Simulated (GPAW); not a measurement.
# A Si chain with a Se atom on top of one atom: transmission at several levels

Wanted: the zero-bias transmission of a Si chain with a Se atom on top of one atom on a ladder of levels, with run times.

Main program and level: GPAW 26.7.0; GPAW LCAO, PAW setups; Landauer transmission from Green's functions with principal layers (ASE), zero bias.

## 1. Set-up

The cell holds 12 atoms: 11 Si and 1 Se. Cell: a = 9.000 Å, b = 9.000 Å, c = 24.200 Å, α = 90.0°, β = 90.0°, γ = 90.0°. Regions: left lead, 5 atoms (5 Si); channel, 2 atoms (1 Si and 1 Se); right lead, 5 atoms (5 Si). Vacuum lies along a and b. The structure is stacked along c, and the current runs across the ab planes.

## 2. GPAW, dzp

The script solves lead and junction separately, takes H and S in the orbital basis, and joins semi-infinite leads through their self-energies; the dzp basis is the working standard.

run.py reads:

```python
import json
import numpy as np
from ase import Atoms
from ase.transport.calculators import TransportCalculator
from gpaw import GPAW, FermiDirac
from gpaw.lcao.tools import get_lcao_hamiltonian
from scipy.linalg import eigh

# The junction with lead layers at both ends, along the third cell vector
device = Atoms(
    ['Si', 'Si', 'Si', 'Si', 'Si', 'Si', 'Se', 'Si', 'Si', 'Si', 'Si', 'Si'],
    positions=[
        [4.50000, 4.50000, 1.10000],
        [4.50000, 4.50000, 3.30000],
        [4.50000, 4.50000, 5.50000],
        [4.50000, 4.50000, 7.70000],
        [4.50000, 4.50000, 9.90000],
        [4.50000, 4.50000, 12.10000],
        [6.59150, 4.50000, 12.10000],
        [4.50000, 4.50000, 14.30000],
        [4.50000, 4.50000, 16.50000],
        [4.50000, 4.50000, 18.70000],
        [4.50000, 4.50000, 20.90000],
        [4.50000, 4.50000, 23.10000]],
    cell=[[9.0, 0.0, 0.0], [0.0, 9.0, 0.0], [0.0, 0.0, 24.2]],
    pbc=True)

# One principal layer of the lead: the first 3 atoms of the device
lead = Atoms(
    ['Si', 'Si', 'Si'],
    positions=[
        [4.50000, 4.50000, 1.10000],
        [4.50000, 4.50000, 3.30000],
        [4.50000, 4.50000, 5.50000]],
    cell=[[9.0, 0.0, 0.0], [0.0, 9.0, 0.0], [0.0, 0.0, 6.6]],
    pbc=True)

settings = dict(mode='lcao', basis='dzp', xc='PBE', h=0.2,
                occupations=FermiDirac(0.1), maxiter=250,
                mixer=dict(beta=0.1, nmaxold=8, weight=100.0),
                convergence=dict(density=0.0001))
energies = np.arange(-3, 3 + 1e-9, 0.075)
eta = 0.0001
n1, n2 = 1, 1
# k and -k transmit alike, so half of the mesh across the current serves
mesh = [(i, j) for i in range(n1) for j in range(n2) if (i, j) <= (-i % n1, -j % n2)]
weights = np.array([1 if (i, j) == (-i % n1, -j % n2) else 2 for i, j in mesh]) / (n1 * n2)

# [... helper functions left out ...]
fermi_lead = ground_state(lead, (1, 1, 17), 'lead.txt')
fermi_device = ground_state(device, (1, 1, 3), 'device.txt')
# [... loop over the mesh left out, but for ...]
        # Shift the lead onto the potential of the device's first layer
        shift = ((H[:, 0, 0] - H0[:, 0, 0]) / S0[0, 0]).real.mean()
# [...]
kT = 8.617333e-5 * 300
bias = [0.1, 0.2, 0.5, 1.0, 1.5, 2.0]
# [... integrals and printing left out ...]
```

Started as:

```sh
$ OMP_NUM_THREADS=1 OPENBLAS_NUM_THREADS=1 python run.py
```

The log of the run:

```text
basis functions: device 156, principal layer 39
Fermi level: lead -3.9218 eV, device -3.6996 eV; lead shifted by -0.0048 eV
largest coupling past the next layer 5.06e-05 eV, largest misfit of the first layer 0.042 eV
  E-E_F (eV)   T (one spin)  [channel counts left out]
    -3.000    1.7535e-11
    -2.925    7.7786e-12
    -2.850    6.9674e-12
    -2.775    7.1849e-12
    -2.700    7.3875e-12
    -2.625    7.4675e-12
    -2.550    7.4488e-12
    -2.475    7.3603e-12
    -2.400    7.2197e-12
    -2.325    7.0382e-12
    -2.250    6.8452e-12
    -2.175    6.8299e-12
    -2.100    8.5514e-12
    -2.025    4.1646e-11
    -1.950    5.6360e-10
    -1.875    6.5112e-11
[...]
2.475    2.0103e+00
     2.550    2.0085e+00
     2.625    2.0068e+00
     2.700    2.0055e+00
     2.775    2.0042e+00
     2.850    2.0032e+00
     2.925    2.0023e+00
     3.000    2.0007e+00
conductance at 300 K: 1.3849 G0 a cell; thermopower -3.898 uV/K
current from the zero-bias T(E) at 0.1 V: 10.733 uA
current from the zero-bias T(E) at 0.2 V: 21.481 uA
current from the zero-bias T(E) at 0.5 V: 53.997 uA
current from the zero-bias T(E) at 1.0 V: 110.08 uA
current from the zero-bias T(E) at 1.5 V: 168.57 uA
current from the zero-bias T(E) at 2.0 V: 221.73 uA
```

It took 33 s on 1 thread of Arm Neoverse V1, shared host; peak memory 0.81 GiB.

Numbers from this step:

```
conductance                                    : 1.385 G₀
thermopower                                    : -3.898 μV/K
largest coupling past the next principal layer : 5.06e-5 eV
largest misfit of the first principal layer    : 0.04195 eV
shift that aligns the lead                     : -0.004807 eV
basis functions of the junction                : 156
basis functions of a principal layer           : 39
transmission at the Fermi level (one spin)     : 1.384
```

One spin. The transmission, zone mean by energy, zero at the Fermi level:

```
energy (eV)  transmission, zone mean
      -3.00                  1.8e-11
      -2.77                  7.2e-12
      -2.55                  7.4e-12
      -2.40                  7.2e-12
      -2.17                  6.8e-12
      -1.95                  5.6e-10
      -1.73                  4.5e-11
      -1.57                  7.7e-11
      -1.35                  0.00219
      -1.12                    0.851
      -1.05                    0.996
      -0.90                    0.919
      -0.75                     1.15
      -0.53                     1.22
      -0.30                     1.23
      -0.07                     1.33
       0.00                     1.38
       0.07                     1.44
       0.30                     1.62
       0.53                     1.77
       0.75                     1.89
       0.90                     1.95
       1.12                     2.01
       1.35                     2.03
       1.57                     2.04
       1.73                     2.04
       1.95                     2.03
       2.17                     2.02
       2.40                     2.01
       2.55                     2.01
       2.77                     2.00
       3.00                     2.00
```

Not self-consistent under bias; the bias window is split evenly. Current through one cell, from the zero-bias transmission against bias:

```
bias (V)  current through one cell, from the zero-bias transmission (μA)
   0.100                                                            10.7
   0.200                                                            21.5
   0.500                                                            54.0
   1.000                                                             110
   1.500                                                             169
   2.000                                                             222
```

Table of transmission of the three most open eigenchannels by energy, zero at the Fermi level:

```
energy (eV)  channel 1  channel 2  channel 3
      -3.00    1.0e-11    7.4e-12          0
      -2.77    6.7e-12          0          0
      -2.55    6.3e-12    1.2e-12          0
      -2.40    6.1e-12    1.1e-12          0
      -2.17    6.8e-12          0          0
      -1.95    5.5e-10    1.0e-11          0
      -1.73    3.0e-11    1.5e-11          0
      -1.57    6.4e-11    1.2e-11          0
      -1.35    0.00157     6.3e-4    4.0e-10
      -1.12      0.729      0.122     1.0e-8
      -0.90      0.648      0.139      0.131
      -0.75      0.849      0.187      0.115
      -0.53      0.921      0.238     0.0579
      -0.30      0.945      0.285     7.5e-4
      -0.07      0.957      0.313     0.0600
       0.00      0.960      0.315      0.108
       0.07      0.963      0.313      0.165
       0.30      0.971      0.357      0.288
       0.53      0.978      0.547      0.246
       0.75      0.983      0.708      0.202
       0.90      0.986      0.791      0.175
       1.12      0.989      0.878      0.141
       1.35      0.990      0.931      0.112
       1.57      0.991      0.961     0.0863
       1.73      0.991      0.973     0.0713
       1.95      0.992      0.985     0.0517
       2.17      0.992      0.992     0.0359
       2.40      0.996      0.992     0.0242
       2.55      0.998      0.992     0.0185
       2.77      0.999      0.992     0.0127
       3.00      0.999      0.992    0.00962
```

Couplings past the next layer reach 5.1e-5 eV, small enough to drop; the matrix elements of the cell's first layer differ from the bulk lead's by up to 0.042 eV. That layer keeps its own values in the calculation, and only beyond it is the lead taken as perfect. The Fermi levels of lead and junction count from different zeros of potential, one for each periodic cell; with both set to zero, the small remaining shift is what aligns them. By hand: G = 1.385 × 77.48 μS = 107 μS, a resistance of 9.32 kΩ; at 0.1 V a linear junction would pass 10.7 μA, and the integral over the bias window gives 10.7 μA. Mott's formula, S = -(π²/3)(k_B²T/e) d ln T/dE, has the prefactor 7.33 μV/K·eV at 300 K; T = 1.330 at -0.075 eV and 1.442 at 0.075 eV give a slope of 0.538 per eV and S = -3.94 μV/K, beside -3.90 μV/K from the thermal integral, which interpolates the same grid.

## 3. GPAW, szp: basis = "szp(dzp)"

The second zeta is dropped, the polarisation orbitals stay.

Edit run.py of step 2 so:

```diff
@@ -37,3 +37,3 @@
 
-settings = dict(mode='lcao', basis='dzp', xc='PBE', h=0.2,
+settings = dict(mode='lcao', basis='szp(dzp)', xc='PBE', h=0.2,
                 occupations=FermiDirac(0.1), maxiter=250,
```

The log of the run:

```text
basis functions: device 108, principal layer 27
Fermi level: lead -4.6866 eV, device -4.3927 eV; lead shifted by 0.0007 eV
largest coupling past the next layer 5.09e-05 eV, largest misfit of the first layer 0.053 eV
  E-E_F (eV)   T (one spin)  [channel counts left out]
    -3.000    3.4402e-11
    -2.925    3.2792e-12
    -2.850    6.4069e-14
    -2.775    2.0582e-13
    -2.700    6.4577e-13
    -2.625    9.6885e-13
    -2.550    1.1572e-12
    -2.475    1.2370e-12
    -2.400    1.2171e-12
    -2.325    1.0753e-12
    -2.250    7.5394e-13
    -2.175    2.2252e-13
    -2.100    4.3684e-13
    -2.025    2.5968e-11
    -1.950    3.4802e-09
    -1.875    1.5586e-10
[...]
2.475    2.0327e+00
     2.550    2.0298e+00
     2.625    2.0272e+00
     2.700    2.0247e+00
     2.775    2.0224e+00
     2.850    2.0203e+00
     2.925    2.0183e+00
     3.000    2.0160e+00
conductance at 300 K: 1.3782 G0 a cell; thermopower -2.913 uV/K
current from the zero-bias T(E) at 0.1 V: 10.684 uA
current from the zero-bias T(E) at 0.2 V: 21.403 uA
current from the zero-bias T(E) at 0.5 V: 54.089 uA
current from the zero-bias T(E) at 1.0 V: 111.49 uA
current from the zero-bias T(E) at 1.5 V: 172.16 uA
current from the zero-bias T(E) at 2.0 V: 232.93 uA
```

The job ended after 31 s (1 thread; peak memory 0.8 GiB).

Numbers from this step:

```
conductance                                    : 1.378 G₀
thermopower                                    : -2.913 μV/K
largest coupling past the next principal layer : 5.09e-5 eV
largest misfit of the first principal layer    : 0.05330 eV
shift that aligns the lead                     : 7.50e-4 eV
basis functions of the junction                : 108
basis functions of a principal layer           : 27
transmission at the Fermi level (one spin)     : 1.376
```

One spin. Table of transmission, zone mean by energy, zero at the Fermi level:

```
energy (eV)  transmission, zone mean
    -3.0000                  3.4e-11
    -2.7750                        0
    -2.4750                  1.2e-12
    -2.2500                        0
    -2.0250                  2.6e-11
    -1.7250                  1.2e-10
    -1.5000                  6.1e-10
    -1.2750                   7.3e-8
    -0.9750                     1.10
    -0.7500                     1.28
    -0.5250                     1.33
    -0.2250                     1.31
     0.0000                     1.38
     0.2250                     1.53
     0.5250                     1.75
     0.7500                     1.90
     0.9750                     1.99
     1.2750                     2.06
     1.5000                     2.07
     1.7250                     2.07
     2.0250                     2.05
     2.2500                     2.04
     2.4750                     2.03
     2.7750                     2.02
     3.0000                     2.02
```

Not self-consistent under bias; the bias window is split evenly. Table of current through one cell, from the zero-bias transmission by bias:

```
bias (V)  current through one cell, from the zero-bias transmission (μA)
   0.100                                                            10.7
   0.200                                                            21.4
   0.500                                                            54.1
   1.000                                                             111
   1.500                                                             172
   2.000                                                             233
```

The transmission of the three most open eigenchannels by energy, zero at the Fermi level:

```
energy (eV)  channel 1  channel 2  channel 3
    -1.2750     7.3e-8    3.5e-10    1.5e-10
    -0.9750      0.775      0.167      0.155
    -0.7500      0.903      0.224      0.157
    -0.5250      0.939      0.276      0.115
    -0.2250      0.957      0.344    0.00648
     0.0000      0.966      0.367     0.0429
     0.2250      0.973      0.352      0.206
     0.5250      0.981      0.480      0.294
     0.7500      0.986      0.666      0.245
     0.9750      0.989      0.804      0.202
     1.2750      0.991      0.911      0.155
     1.5000      0.992      0.951      0.126
     1.7250      0.993      0.972      0.101
     2.0250      0.994      0.988     0.0720
     2.2500      0.994      0.994     0.0545
     2.4750      0.997      0.994     0.0408
     2.7750      0.999      0.995     0.0280
     3.0000      0.999      0.995     0.0220
```

The conductance, 1.38 G₀, lies 0.5 % below that of the dzp run.

## 4. Minimal basis

The minimal basis is the cheapest rung: no second zeta and no polarisation.

Edit run.py of step 3 so:

```diff
@@ -37,3 +37,3 @@
 
-settings = dict(mode='lcao', basis='szp(dzp)', xc='PBE', h=0.2,
+settings = dict(mode='lcao', basis='sz(dzp)', xc='PBE', h=0.2,
                 occupations=FermiDirac(0.1), maxiter=250,
```

The log of the run:

```text
basis functions: device 48, principal layer 12
Fermi level: lead -4.7919 eV, device -4.5384 eV; lead shifted by 0.0091 eV
largest coupling past the next layer 5.12e-05 eV, largest misfit of the first layer 0.062 eV
  E-E_F (eV)   T (one spin)  [channel counts left out]
    -3.000    4.5705e-12
    -2.925    9.6461e-13
    -2.850    1.2467e-13
[...]
2.925    2.0640e+00
     3.000    2.0599e+00
conductance at 300 K: 1.4761 G0 a cell; thermopower -3.441 uV/K
current from the zero-bias T(E) at 0.1 V: 11.441 uA
current from the zero-bias T(E) at 0.2 V: 22.911 uA
current from the zero-bias T(E) at 0.5 V: 57.757 uA
current from the zero-bias T(E) at 1.0 V: 118.41 uA
current from the zero-bias T(E) at 1.5 V: 182.3 uA
current from the zero-bias T(E) at 2.0 V: 247.48 uA
```

The job ended after 22 s (1 thread; peak memory 0.74 GiB).

Numbers from this step:

| Quantity | Value |
| --- | --- |
| conductance | 1.476 G₀ |
| thermopower | -3.441 μV/K |
| largest coupling past the next principal layer | 5.12e-5 eV |
| largest misfit of the first principal layer | 0.06194 eV |
| shift that aligns the lead | 0.009091 eV |
| basis functions of the junction | 48 |
| basis functions of a principal layer | 12 |
| transmission at the Fermi level (one spin) | 1.474 |

The conductance, 1.48 G₀, lies 6.6 % above that of the dzp run.

## 5. RPBE in the dzp basis: xc = "RPBE"

Back in the dzp basis, the functional changes from PBE to RPBE, to set the spread between functionals beside that between bases.

Edit run.py of step 4 so:

```diff
@@ -37,3 +37,3 @@
 
-settings = dict(mode='lcao', basis='sz(dzp)', xc='PBE', h=0.2,
+settings = dict(mode='lcao', basis='dzp', xc='RPBE', h=0.2,
                 occupations=FermiDirac(0.1), maxiter=250,
```

The log of the run:

```text
basis functions: device 156, principal layer 39
Fermi level: lead -3.8684 eV, device -3.6435 eV; lead shifted by -0.0063 eV
largest coupling past the next layer 4.99e-05 eV, largest misfit of the first layer 0.040 eV
  E-E_F (eV)   T (one spin)  [channel counts left out]
    -3.000    1.5308e-11
    -2.925    7.4881e-12
    -2.850    6.8979e-12
[...]
2.925    2.0011e+00
     3.000    2.0002e+00
conductance at 300 K: 1.3726 G0 a cell; thermopower -3.92 uV/K
current from the zero-bias T(E) at 0.1 V: 10.637 uA
current from the zero-bias T(E) at 0.2 V: 21.291 uA
current from the zero-bias T(E) at 0.5 V: 53.52 uA
current from the zero-bias T(E) at 1.0 V: 109.12 uA
current from the zero-bias T(E) at 1.5 V: 166.99 uA
current from the zero-bias T(E) at 2.0 V: 220.49 uA
```

Run time: 33 s. Hardware: 1 thread; peak memory 0.81 GiB.

This step gave:

- conductance: 1.373 G₀
- thermopower: -3.920 μV/K
- largest coupling past the next principal layer: 4.99e-5 eV
- largest misfit of the first principal layer: 0.03989 eV
- shift that aligns the lead: -0.006257 eV
- basis functions of the junction: 156
- basis functions of a principal layer: 39
- transmission at the Fermi level (one spin): 1.372

One spin. The transmission, zone mean by energy, zero at the Fermi level:

```
energy (eV)  transmission, zone mean
      -3.00                  1.5e-11
      -2.77                  7.1e-12
      -2.55                  7.3e-12
      -2.40                  7.1e-12
      -2.17                  6.7e-12
      -1.95                  5.6e-10
      -1.73                  3.7e-11
      -1.57                  5.9e-11
      -1.35                   0.0249
      -1.12                    0.717
      -1.05                     1.11
      -0.90                    0.729
      -0.75                     1.11
      -0.53                     1.20
      -0.30                     1.22
      -0.07                     1.32
       0.00                     1.37
       0.07                     1.43
       0.30                     1.61
       0.53                     1.76
       0.75                     1.89
       0.90                     1.95
       1.12                     2.00
       1.35                     2.03
       1.57                     2.04
       1.73                     2.03
       1.95                     2.03
       2.17                     2.02
       2.40                     2.01
       2.55                     2.01
       2.77                     2.00
       3.00                     2.00
```

The conductance, 1.37 G₀, lies 0.9 % below that of the dzp run.

## 6. The ladder

Times are for 1 thread of Arm Neoverse V1, shared host. Results by setting:

```
no.       run  conductance (G₀)  time  memory (GiB)
  1       dzp             1.385  33 s          0.81
  2       szp             1.378  31 s           0.8
  3        sz             1.476  22 s          0.74
  4  dzp RPBE             1.373  33 s          0.81
```

## 7. The levels side by side

The curves are compared point by point over the common energies.

This step: comparison of transmission and cost over codes and levels (GPAW 26.7.0).

Ladder, by row:

```
    step  code  T at the Fermi level (sum over the listed spins)  conductance (G0)  r.m.s. T(E) from the first  wall time (s)  peak memory (GiB)  threads
     dzp  GPAW                                             1.384             1.385                           0             33               0.81        1
     szp  GPAW                                             1.375             1.378                      0.1313          30.79                0.8        1
      sz  GPAW                                             1.474             1.476                      0.1842          21.54               0.74        1
dzp-RPBE  GPAW                                             1.372             1.373                     0.04576          33.45               0.81        1
```

Table of transmission, zone mean, sum over the listed spins by energy, zero at the Fermi level:

```
energy (eV)      dzp      szp       sz  dzp-RPBE
    -3.0000  1.8e-11  3.4e-11  4.6e-12   1.5e-11
    -2.7750  7.2e-12  2.1e-13        0   7.1e-12
    -2.4750  7.4e-12  1.2e-12  6.8e-13   7.2e-12
    -2.2500  6.8e-12  7.5e-13  1.4e-12   6.7e-12
    -2.0250  4.2e-11  2.6e-11  9.8e-13   3.5e-11
    -1.7250  4.5e-11  1.2e-10  3.3e-10   3.7e-11
    -1.5000  1.3e-10  6.1e-10   1.1e-8   1.0e-10
    -1.2750    0.221   7.3e-8    0.659     0.226
    -1.0500    0.996    0.924     1.24      1.11
    -0.9750    0.145     1.10     1.29     0.448
    -0.7500     1.15     1.28     1.38      1.11
    -0.5250     1.22     1.33     1.38      1.20
    -0.2250     1.25     1.31     1.37      1.24
     0.0000     1.38     1.38     1.47      1.37
     0.2250     1.56     1.53     1.65      1.55
     0.5250     1.77     1.75     1.86      1.76
     0.7500     1.89     1.90     1.98      1.89
     0.9750     1.97     1.99     2.07      1.97
     1.2750     2.03     2.06     2.13      2.02
     1.5000     2.04     2.07     2.14      2.03
     1.7250     2.04     2.07     2.13      2.03
     2.0250     2.03     2.05     2.12      2.02
     2.2500     2.02     2.04     2.10      2.02
     2.4750     2.01     2.03     2.09      2.01
     2.7750     2.00     2.02     2.07      2.00
     3.0000     2.00     2.02     2.06      2.00
```

[end of part 1 of 2]

[Logs are printed without paths, hosts, clocks, repeated set-up lines and the standing remarks that a program may print on its own settings, such as how far it seeks lower states.]

[Hosts, paths, dates, database ids (printed as entryN), source tags and the programs' standing remarks are cut or masked in the printed files.]
